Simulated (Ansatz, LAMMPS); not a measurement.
# Squeezing and shearing glassy 83GeO2-8Al2O3-8SrO (mol %) (111 atoms), part 3 of 4

How stiff is glassy 83GeO2-8Al2O3-8SrO (mol %) (111 atoms), and how do its levels respond to strain?

Ansatz 0.2.0; Kohn-Sham DFT, PBE, PAW (set soft_1), plane waves.

The cell: 30 Ge, 6 Al, 3 Sr and 72 O. The quench rate of 10 K/ps is many orders above laboratory rates. The starting topology of bonds comes from the classical model. The Brillouin zone is sampled at Γ only.

So far. Step 2 (Single point at the start): The r.m.s. force at the start is 1.2 eV/Å. Step 3 (Cell and atoms relaxed): The relaxation converged after 26 steps, with a largest force component of 0.019 eV/Å.

**5. Volume -3 %**

The relaxed cell is scaled evenly and the atoms are relaxed again; the stress at the end gives one point of P(V).

The input, input.yaml:

```yaml
crystal:
  lattice:
    - [11.43706, -0.1552, 0.02739]
    - [-0.1552, 11.78707, -0.15963]
    - [0.02739, -0.15963, 11.52154]
  atoms:
    [... the 111 atom lines of step 4 ...]
kpoints:
  mp_grid: { grid: [1, 1, 1] }
hamiltonian:
  xc: pbe
  pseudopotentials: { kind: paw, azcp: { folder: soft_1 } }
scf:
  occupations: { method: gaussian, width: 0.025 }
output:
  forces: true
  eigenvalues: true
  stress: true
relax:
  f_tol: 0.05
  max_steps: 70
```

The run is started by

```
ansatz run input.yaml --threads 4 --pin off --max-ram 8192MiB --backend cpu --events-out ev --progress --plain --runs-dir out
```

Numbers of over 12 decimals in the logs are rounded to 6 here.

Log:

```text
Warning: output.stress: scf.convergence.dr2_threshold = 1e-7 eV (the SCF's general default) is looser than the 1.08e-8 eV advised for a printed stress (1e-10 eV for each atom of the cell: 111, of which 108 are counted). What an SCF threshold leaves in a stress goes as its square root, and in the free energy as the threshold itself, and one threshold admits the most on a small cell: [...]
[...]
Crystal: 111 atoms, lattice volume = 1552.636 Å³
Basis set: ecut = 420 eV, 30335 PW (Γ), exchange–correlation on 160×160×160 points (8 copies of the dense FFT grid, shifted against one another)
Bands: 561, of which v1, the nominal top of the filled ones, is band 450 counted from 1 (449 counted from 0)
Symmetry: 1 space group operations
[...]
k-points: 1
[...]
SCF iter   1: F=—  HF=-183620.509855 eV  |F-HF|=—  |Δ(HF+E_count)|=         —  Δρ=9.88e-2  dr2=1.24e2  ethr=3.10e-3  ⟨swp⟩=8.0  Hψ=2476  notcnv=0  defer=43
[...]
SCF iter   9: F=—  HF=-183583.199820 eV  |F-HF|=—  |Δ(HF+E_count)|=   1.64e-4  Δρ=5.14e-5  dr2=4.40e-5  ethr=7.38e-8  ⟨swp⟩=2.0  Hψ=753  notcnv=0  defer=104
SCF iter  10: F=-183583.199888 eV  HF=-183583.199882 eV  |F-HF|=5.63e-6  |Δ(HF+E_count)|=   6.19e-5  Δρ=2.28e-5  dr2=7.80e-6  ethr=4.89e-9  ⟨swp⟩=13.0  Hψ=2857  notcnv=0
SCF 1 converged in 10 iterations: F = -183583.199888 eV  dr2 = 7.80e-6
[...]
relax step   1: F+E_penalty+E_count = -183583.19988794 eV  Δ(F+E_penalty+E_count) = +0.000e0 eV  max|allowed force component| = 3.940e-1 eV/Å  Δτ_max = 0.0000 Å  (10 SCF iters, dr2 threshold 6.25e-5 eV, accepted)
[...]
relax step   2: F+E_penalty+E_count = -183583.43887507 eV  Δ(F+E_penalty+E_count) = -2.390e-1 eV  max|allowed force component| = 2.609e-1 eV/Å  Δτ_max = 0.0459 Å  (7 SCF iters, dr2 threshold 9.70e-6 eV, accepted)
[...]
relax step   3: F+E_penalty+E_count = -183583.55888895 eV  Δ(F+E_penalty+E_count) = -1.200e-1 eV  max|allowed force component| = 1.436e-1 eV/Å  Δτ_max = 0.0464 Å  (8 SCF iters, dr2 threshold 4.25e-6 eV, accepted)
relax step   4: F+E_penalty+E_count = -183583.52318410 eV  Δ(F+E_penalty+E_count) = +3.570e-2 eV  max|allowed force component| = 6.720e-1 eV/Å  Δτ_max = 0.1517 Å  (8 SCF iters, dr2 threshold 6.25e-6 eV, rejected (line search))
relax step   5: F+E_penalty+E_count = -183583.59953129 eV  Δ(F+E_penalty+E_count) = -4.064e-2 eV  max|allowed force component| = 1.497e-1 eV/Å  Δτ_max = 0.0741 Å  (10 SCF iters, accepted)
relax step   6: F+E_penalty+E_count = -183583.61100999 eV  Δ(F+E_penalty+E_count) = -1.148e-2 eV  max|allowed force component| = 7.297e-2 eV/Å  Δτ_max = 0.1000 Å  (7 SCF iters, dr2 threshold 6.79e-6 eV, accepted)
relax step   7: F+E_penalty+E_count = -183583.57544195 eV  Δ(F+E_penalty+E_count) = +3.557e-2 eV  max|allowed force component| = 2.247e-1 eV/Å  Δτ_max = 0.1500 Å  (10 SCF iters, rejected (line search))
[...]
relax step   8: F+E_penalty+E_count = -183583.61679701 eV  Δ(F+E_penalty+E_count) = -5.787e-3 eV  max|allowed force component| = 4.122e-2 eV/Å  Δτ_max = 0.0425 Å  (10 SCF iters, accepted)
SCF converged after 10 iterations
Free energy (F): -183583.616797 eV
[...]
Internal energy: -183583.616797 eV  (E = F + TS)
E sigma→0 (E₀):  -183583.616797 eV
Fermi energy:    5.636018 eV
[...]
Σ components = -183583.616797   (vs F -183583.616797, Δ=0.00e0)
--- Forces (eV/Å), atoms counted from 1 ---
  atom   1  Ge    -0.01651698     0.01670678    -0.00649723
  atom   2  Ge    -0.00635908     0.00240923     0.00235605
  atom   3  Ge    -0.02361073     0.00600778     0.01523972
  atom   4  Ge     0.00094705    -0.00872893     0.02157330
[...]
atom 111  O     -0.00740436     0.00635564     0.00035832
  max |Σ_I F_I| component: 1.40e-4 eV/Å
--- Stress (GPa, compression-positive) ---
        1.482451      -0.011317       0.082877
       -0.011317       1.909436       0.013609
        0.082880       0.013607       1.543226
  P = ⅓ Tr σ = 1.6450 GPa (16.450 kbar)
--- Band table (eV) ---
[...]
--- Relaxed structure (8 steps of the walk, 6 accepted, 0 SCFs on fresh bases) ---
  F+E_penalty+E_count = -183583.61679701 eV   max|allowed force component| = 4.122e-2 eV/Å
  atoms:
    - { symbol: Ge, position: [0.900704, 0.949299, 0.799261] }
    - { symbol: Ge, position: [0.460481, 0.473820, 0.215345] }
    - { symbol: Ge, position: [0.491408, 0.036849, 0.651847] }
    - { symbol: Ge, position: [0.169709, 0.679078, 0.856517] }
[...]
- { symbol: O, position: [0.433085, 0.906443, 0.701871] }
```

It took 3.6 min on 4 threads of Arm Neoverse V2, shared host; peak memory 2.5 GiB; 14 min of CPU time.

The program notes that the SCF threshold is loose for the stress.

The relaxation converged after 8 steps, 0.417 eV below its start, with a largest force component of 0.041 eV/Å.

Volume -3 %: the energy stands 0.243 eV above that of the reference, at a pressure of 1.65 GPa.

**6. Volume +3 %**

The relaxed cell is scaled to another volume.

Input and log are left out; they have the form of those shown for this kind of step.

Elapsed: 3.5 min, on 4 threads of Arm Neoverse V2, shared host; peak memory 2.6 GiB; 13 min of CPU time.

The relaxation converged after 7 steps, 0.334 eV below its start, with a largest force component of 0.032 eV/Å.

Volume +3 %: the energy stands 0.242 eV above that of the reference, at a pressure of -1.60 GPa.

**7. Volume -6 %**

The relaxed cell is scaled to another volume.

input.yaml, the sections that differ from step 5:

```yaml
crystal:
  lattice:
    - [11.31791, -0.15358, 0.02711]
    - [-0.15358, 11.66427, -0.15797]
    - [0.02711, -0.15797, 11.40151]
  atoms:
    [... the 111 atom lines of step 4 ...]
# kpoints, hamiltonian, scf, output, relax: as in step 5
```

Log:

```text
[...]
Crystal: 111 atoms, lattice volume = 1504.614 Å³
Basis set: ecut = 420 eV, 29385 PW (Γ), exchange–correlation on 160×160×160 points (8 copies of the dense FFT grid, shifted against one another)
Bands: 561, of which v1, the nominal top of the filled ones, is band 450 counted from 1 (449 counted from 0)
Symmetry: 1 space group operations
[...]
k-points: 1
[...]
SCF iter   1: F=—  HF=-183620.356339 eV  |F-HF|=—  |Δ(HF+E_count)|=         —  Δρ=1.03e-1  dr2=1.30e2  ethr=3.10e-3  ⟨swp⟩=8.0  Hψ=2478  notcnv=0  defer=35
[...]
SCF iter   9: F=—  HF=-183581.087565 eV  |F-HF|=—  |Δ(HF+E_count)|=   1.12e-4  Δρ=4.98e-5  dr2=3.82e-5  ethr=5.53e-8  ⟨swp⟩=2.0  Hψ=753  notcnv=0  defer=104
SCF iter  10: F=-183581.087616 eV  HF=-183581.087610 eV  |F-HF|=5.87e-6  |Δ(HF+E_count)|=   4.48e-5  Δρ=1.92e-5  dr2=5.59e-6  ethr=4.25e-9  ⟨swp⟩=13.0  Hψ=2736  notcnv=0
SCF 1 converged in 10 iterations: F = -183581.087616 eV  dr2 = 5.59e-6
[...]
relax step   1: F+E_penalty+E_count = -183581.08761583 eV  Δ(F+E_penalty+E_count) = +0.000e0 eV  max|allowed force component| = 8.403e-1 eV/Å  Δτ_max = 0.0000 Å  (10 SCF iters, dr2 threshold 6.25e-5 eV, accepted)
[...]
relax step   2: F+E_penalty+E_count = -183582.08838965 eV  Δ(F+E_penalty+E_count) = -1.001e0 eV  max|allowed force component| = 5.574e-1 eV/Å  Δτ_max = 0.0892 Å  (7 SCF iters, dr2 threshold 4.41e-5 eV, accepted)
[...]
relax step   3: F+E_penalty+E_count = -183582.60247772 eV  Δ(F+E_penalty+E_count) = -5.141e-1 eV  max|allowed force component| = 2.690e-1 eV/Å  Δτ_max = 0.0941 Å  (7 SCF iters, dr2 threshold 1.94e-5 eV, accepted)
relax step   4: F+E_penalty+E_count = -183582.60006339 eV  Δ(F+E_penalty+E_count) = +2.414e-3 eV  max|allowed force component| = 7.249e-1 eV/Å  Δτ_max = 0.2000 Å  (8 SCF iters, dr2 threshold 1.69e-5 eV, rejected (line search))
relax step   5: F+E_penalty+E_count = -183582.73807260 eV  Δ(F+E_penalty+E_count) = -1.356e-1 eV  max|allowed force component| = 1.853e-1 eV/Å  Δτ_max = 0.1000 Å  (11 SCF iters, accepted)
relax step   6: F+E_penalty+E_count = -183582.81716954 eV  Δ(F+E_penalty+E_count) = -7.910e-2 eV  max|allowed force component| = 1.920e-1 eV/Å  Δτ_max = 0.0975 Å  (7 SCF iters, dr2 threshold 7.99e-6 eV, accepted)
relax step   7: F+E_penalty+E_count = -183582.84865898 eV  Δ(F+E_penalty+E_count) = -3.149e-2 eV  max|allowed force component| = 7.944e-2 eV/Å  Δτ_max = 0.1500 Å  (7 SCF iters, dr2 threshold 1.75e-5 eV, accepted)
relax step   8: F+E_penalty+E_count = -183582.85726656 eV  Δ(F+E_penalty+E_count) = -8.608e-3 eV  max|allowed force component| = 6.365e-2 eV/Å  Δτ_max = 0.0293 Å  (9 SCF iters, accepted)
[...]
relax step   9: F+E_penalty+E_count = -183582.86050494 eV  Δ(F+E_penalty+E_count) = -3.238e-3 eV  max|allowed force component| = 4.134e-2 eV/Å  Δτ_max = 0.0088 Å  (8 SCF iters, accepted)
SCF converged after 8 iterations
Free energy (F): -183582.860505 eV
[...]
Internal energy: -183582.860505 eV  (E = F + TS)
E sigma→0 (E₀):  -183582.860505 eV
Fermi energy:    6.042834 eV
[...]
Σ components = -183582.860505   (vs F -183582.860505, Δ=0.00e0)
--- Forces (eV/Å), atoms counted from 1 ---
  atom   1  Ge    -0.00956485     0.00966991     0.00277648
  atom   2  Ge     0.00281854     0.00702153    -0.00373101
  atom   3  Ge    -0.01526122    -0.00219125     0.01638964
  atom   4  Ge     0.00907138     0.01557699    -0.00408530
[...]
atom 111  O      0.00904771     0.02130103     0.00056100
  max |Σ_I F_I| component: 6.51e-5 eV/Å
--- Stress (GPa, compression-positive) ---
        3.083436      -0.053266       0.172970
       -0.053265       3.928973       0.094173
        0.172972       0.094171       3.256975
  P = ⅓ Tr σ = 3.4231 GPa (34.231 kbar)
--- Band table (eV) ---
[...]
--- Relaxed structure (9 steps of the walk, 8 accepted, 0 SCFs on fresh bases) ---
  F+E_penalty+E_count = -183582.86050494 eV   max|allowed force component| = 4.134e-2 eV/Å
  atoms:
    - { symbol: Ge, position: [0.902612, 0.946532, 0.796744] }
    - { symbol: Ge, position: [0.462359, 0.473134, 0.215944] }
    - { symbol: Ge, position: [0.491294, 0.034846, 0.654319] }
    - { symbol: Ge, position: [0.170194, 0.677251, 0.854821] }
[...]
- { symbol: O, position: [0.427995, 0.902065, 0.694745] }
```

It took 4 min on 4 threads; peak memory 2.5 GiB.

The relaxation converged after 9 steps, 1.77 eV below its start, with a largest force component of 0.041 eV/Å.

Volume -6 %: the energy stands 1.000 eV above that of the reference, at a pressure of 3.42 GPa.

**8. Volume +6 %**

The relaxed cell is scaled to another volume.

Input and log are left out; they have the form of those shown for this kind of step.

Elapsed: 6.3 min, on 4 threads of Arm Neoverse V2, shared host; peak memory 2.7 GiB; 24 min of CPU time.

The relaxation converged after 14 steps, 1.28 eV below its start, with a largest force component of 0.046 eV/Å.

Volume +6 %: the energy stands 0.921 eV above that of the reference, at a pressure of -2.95 GPa.

**9. Volume -10 %**

The relaxed cell is scaled to another volume.

Input and log are left out; they have the form of those shown for this kind of step.

It took 5.4 min on 4 threads of Arm Neoverse V2, shared host; peak memory 2.4 GiB; 21 min of CPU time.

The relaxation converged after 13 steps, 5.46 eV below its start, with a largest force component of 0.046 eV/Å.

Volume -10 %: the energy stands 2.84 eV above that of the reference, at a pressure of 5.91 GPa.

**10. Stretched by 1 % along x**

The relaxed cell is strained along x alone, which gives the stiffness along x and its coupling to y and z.

input.yaml, the sections that differ from step 7:

```yaml
crystal:
  lattice:
    - [11.66931, -0.15678, 0.02767]
    - [-0.15835, 11.90735, -0.16126]
    - [0.02795, -0.16126, 11.63911]
  atoms:
    [... the 111 atom lines of step 4 ...]
# kpoints, hamiltonian, scf, output, relax: as in step 7
```

Log:

```text
[...]
Crystal: 111 atoms, lattice volume = 1616.661 Å³
Basis set: ecut = 420 eV, 31657 PW (Γ), exchange–correlation on 160×160×160 points (8 copies of the dense FFT grid, shifted against one another)
Bands: 561, of which v1, the nominal top of the filled ones, is band 450 counted from 1 (449 counted from 0)
Symmetry: 1 space group operations
[...]
k-points: 1
[...]
SCF iter   1: F=—  HF=-183618.790524 eV  |F-HF|=—  |Δ(HF+E_count)|=         —  Δρ=9.43e-2  dr2=1.17e2  ethr=3.10e-3  ⟨swp⟩=7.0  Hψ=2479  notcnv=0  defer=45
[...]
SCF iter  10: F=-183583.737522 eV  HF=-183583.737515 eV  |F-HF|=7.42e-6  |Δ(HF+E_count)|=   7.82e-5  Δρ=2.65e-5  dr2=1.08e-5  ethr=5.94e-9  ⟨swp⟩=13.0  Hψ=2817  notcnv=0
SCF 1 converged in 10 iterations: F = -183583.737522 eV  dr2 = 1.08e-5
[...]
relax step   1: F+E_penalty+E_count = -183583.73752231 eV  Δ(F+E_penalty+E_count) = +0.000e0 eV  max|allowed force component| = 3.639e-1 eV/Å  Δτ_max = 0.0000 Å  (10 SCF iters, dr2 threshold 6.25e-5 eV, accepted)
[...]
relax step   2: F+E_penalty+E_count = -183583.79298393 eV  Δ(F+E_penalty+E_count) = -5.546e-2 eV  max|allowed force component| = 1.761e-1 eV/Å  Δτ_max = 0.0281 Å  (6 SCF iters, dr2 threshold 8.28e-6 eV, accepted)
[...]
relax step   3: F+E_penalty+E_count = -183583.81462462 eV  Δ(F+E_penalty+E_count) = -2.164e-2 eV  max|allowed force component| = 6.506e-2 eV/Å  Δτ_max = 0.0188 Å  (9 SCF iters, accepted)
[...]
relax step   4: F+E_penalty+E_count = -183583.81771559 eV  Δ(F+E_penalty+E_count) = -3.091e-3 eV  max|allowed force component| = 3.907e-2 eV/Å  Δτ_max = 0.0134 Å  (8 SCF iters, accepted)
SCF converged after 8 iterations
Free energy (F): -183583.817716 eV
[...]
Internal energy: -183583.817716 eV  (E = F + TS)
E sigma→0 (E₀):  -183583.817716 eV
Fermi energy:    5.115877 eV
[...]
--- Forces (eV/Å), atoms counted from 1 ---
  atom   1  Ge     0.02018369    -0.02399910    -0.02429434
  atom   2  Ge     0.00893854     0.00584572    -0.00288023
  atom   3  Ge    -0.01519714    -0.02540709     0.00580998
  atom   4  Ge     0.02486166     0.01580914    -0.00914863
  atom   5  Ge    -0.01067515     0.03906668    -0.00744736
  atom   6  Ge    -0.02872796     0.00865898     0.00392767
  atom   7  Ge    -0.01118919     0.01870168     0.02326211
  atom   8  Ge    -0.00372182     0.00991117     0.00175833
  atom   9  Ge    -0.01876151     0.01207808     0.00481286
  atom  10  Ge    -0.00603137     0.00206866    -0.00504808
  atom  11  Ge     0.01550398     0.00969627     0.00317155
  atom  12  Ge    -0.01238514    -0.01000995     0.01863406
  atom  13  Ge    -0.01319548     0.01795835    -0.00667052
  atom  14  Ge     0.00154558     0.00486068    -0.01615268
[...]
atom 110  O      0.01973636    -0.01421411    -0.01346710
  atom 111  O      0.00333266     0.01927266     0.00019401
  max |Σ_I F_I| component: 7.21e-5 eV/Å
--- Stress (GPa, compression-positive) ---
       -0.887016      -0.007617      -0.040414
       -0.007617      -0.414790       0.011227
       -0.040411       0.011225      -0.377441
  P = ⅓ Tr σ = -0.5597 GPa (-5.597 kbar)
--- Band table (eV) ---
[...]
--- Relaxed structure (4 steps of the walk, 4 accepted, 0 SCFs on fresh bases) ---
  F+E_penalty+E_count = -183583.81771559 eV   max|allowed force component| = 3.907e-2 eV/Å
  atoms:
    - { symbol: Ge, position: [0.898450, 0.953455, 0.802671] }
    - { symbol: Ge, position: [0.457536, 0.474731, 0.213689] }
    - { symbol: Ge, position: [0.491780, 0.038427, 0.649398] }
    - { symbol: Ge, position: [0.168721, 0.679839, 0.858635] }
[...]
- { symbol: O, position: [0.439130, 0.908922, 0.704599] }
```

Wall time 1.9 min (4 threads); peak memory 2.6 GiB; 7.3 min of CPU time.

The relaxation converged after 4 steps, 0.0802 eV below its start, with a largest force component of 0.039 eV/Å.

Stretched by 1 % along x: the energy stands 0.0423 eV above that of the reference, at a pressure of -0.560 GPa.

(Part 3 of 4 ends here.)

[Logs are printed without paths, hosts, clocks, repeated set-up lines and the standing remarks that a program may print on its own settings, such as how far it seeks lower states.]

[Hosts, paths, dates, database ids (printed as entryN), source tags and the programs' standing remarks are cut or masked in the printed files.]
